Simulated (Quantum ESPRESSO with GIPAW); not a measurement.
# Octahedral tilting in SrTiO3 seen by 87Sr: the anisotropy

Starting from the cubic perovskite, neighbouring octahedra are turned by θ about [001] in opposite senses, in all three directions (tilt system a⁰a⁰c⁻). The cell and the cations are held, so the in-plane bonds lengthen as 1/cos θ. GIPAW with PBEsol and plane-wave PAW files from pslibrary 1.0.0 recipes (Ti spn, Sr spn, O n), cutoffs 60 and 576 Ry, a 5×5×5 mesh in every shielding run (Quantum ESPRESSO with GIPAW, a patched development version), without spin-orbit coupling. The atoms are held where the series puts them. The cells were built for this series from an entry of the Crystallography Open Database, taken as a prototype, and need not be stable phases. σ∥ is along the axis of the site, [001].

One member of the series, SrTiO3 (I4/mcm) at 6 °, as used in the shielding run:

```
Ti Sr O
1.0
     0.00000    3.90500    3.90500
     3.90500    0.00000    3.90500
     3.90500    3.90500    0.00000
Ti Sr O
2 2 6
Direct
  0.00000 0.00000 0.00000
  0.50000 0.50000 0.50000
  0.25000 0.25000 0.25000
  0.75000 0.75000 0.75000
  0.77628 0.22372 0.27628
  0.27628 0.72372 0.22372
  0.25000 0.25000 0.75000
  0.22372 0.77628 0.72372
  0.72372 0.27628 0.77628
  0.75000 0.75000 0.25000
```

| angle θ (°) | θ² (deg²) | mean bond at Sr (Å) | σ∥ − σ⊥ of Sr (ppm) |
| --- | --- | --- | --- |
| 0 | 0.00 | 2.7613 | 0.00 |
| 1.5 | 2.25 | 2.7614 | 0.64 |
| 3 | 9.00 | 2.7619 | ? |
| 4.5 | 20.25 | 2.7627 | 5.81 |
| 6 | 36.00 | 2.7638 | 10.36 |
| 7.5 | 56.25 | 2.7653 | 16.24 |
| 9 | 81.00 | 2.7671 | 23.49 |
| 10.5 | 110.25 | 2.7692 | 32.23 |
| 12 | 144.00 | 2.7717 | 42.69 |

**Task.** Fit σ∥ − σ⊥ of Sr against x, the square of the angle in deg²; judge whether a straight line is enough, and predict the withheld row (x = 9.00 deg²).

1. The 8 known rows give Σx = 450.00, Σy = 131.46, Σx² = 44327.2500 and Σxy = 13008.9600.

2. Slope b = (nΣxy − ΣxΣy)/(nΣx² − (Σx)²) = 0.29526 and intercept a = (Σy − bΣx)/n = -0.175993 ppm.

3. Residuals y − a − bx, in the order of the table: +0.18, +0.15, +0.01, -0.09, -0.19, -0.25, -0.15, +0.35 ppm; r.m.s. 0.20 ppm, R² = 1.000. Their r.m.s. is under 0.5 % of the range, so a line is enough, whatever slight bend remains.

4. At x = 9.00 deg², inside the fitted range, the line gives 2.48 ppm.

5. The run gives 2.60 ppm. The line misses by -0.12 ppm; that is within twice the r.m.s. of the fit.

On the line the σ∥ − σ⊥ of Sr rises by 3.0 ppm for 10 deg² of θ². Turning by −θ gives the same structure shifted by one cell, so a mean over an element is even in θ: hence the fit against θ². At x = 0 the site is cubic and the anisotropy vanishes, which a free intercept need not respect. The tensors are without the macroscopic shape term.

[Logs are printed without paths, hosts, clocks, repeated set-up lines and the standing remarks that a program may print on its own settings, such as how far it seeks lower states.]

[Hosts, paths, dates, database ids (printed as entryN), source tags and the programs' standing remarks are cut or masked in the printed files.]
